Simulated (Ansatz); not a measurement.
# Direct or indirect: SnO2 sheet (P-3m1)

```
CELL_PARAMETERS angstrom
3.22704 0.00000 0.00000
-1.61352 2.79470 0.00000
0.00000 0.00000 17.02000
ATOMIC_POSITIONS crystal
Sn 0.00000 0.00000 0.50000
O 0.66667 0.33333 0.55945
O 0.33333 0.66667 0.44055
```

Method: Ansatz, PBE, independent particles, without spin-orbit coupling, line width 0.05 eV (Gaussian). The band structure gives a fundamental gap of 2.62 eV. The spectrum of vertical transitions near the edge:

```csv
E (eV),"absorbance (%), E ∥ xy"
2.16,0.00
2.28,0.00
2.40,0.00
2.52,0.00
2.64,0.00
2.76,0.00
2.88,0.00
3.00,0.00
3.12,0.01
3.24,0.04
3.36,0.18
3.48,0.53
3.60,0.78
3.72,1.29
3.84,3.26
3.96,3.33
4.08,3.28
4.20,3.25
4.32,3.21
4.44,3.18
4.56,3.18
4.68,3.17
```

Is the gap direct or indirect, and about where do vertical transitions set in?

Indirect, by the band path, whose least direct gap is 3.16 eV. The curves fit this: they stay near zero above 2.62 eV and rise only from about 3.2 eV, though a forbidden direct transition would look alike. Lines are broadened by 0.05 eV, which spreads the edge, and phonons, which would give weak absorption from the fundamental gap up, are left out. Along the first axis the transitions at the gap are weak, so the curve there climbs slowly.

Cells made by substitution are models, which may or may not match a known phase.

[Logs are printed without paths, hosts, clocks, repeated set-up lines and the standing remarks that a program may print on its own settings, such as how far it seeks lower states.]
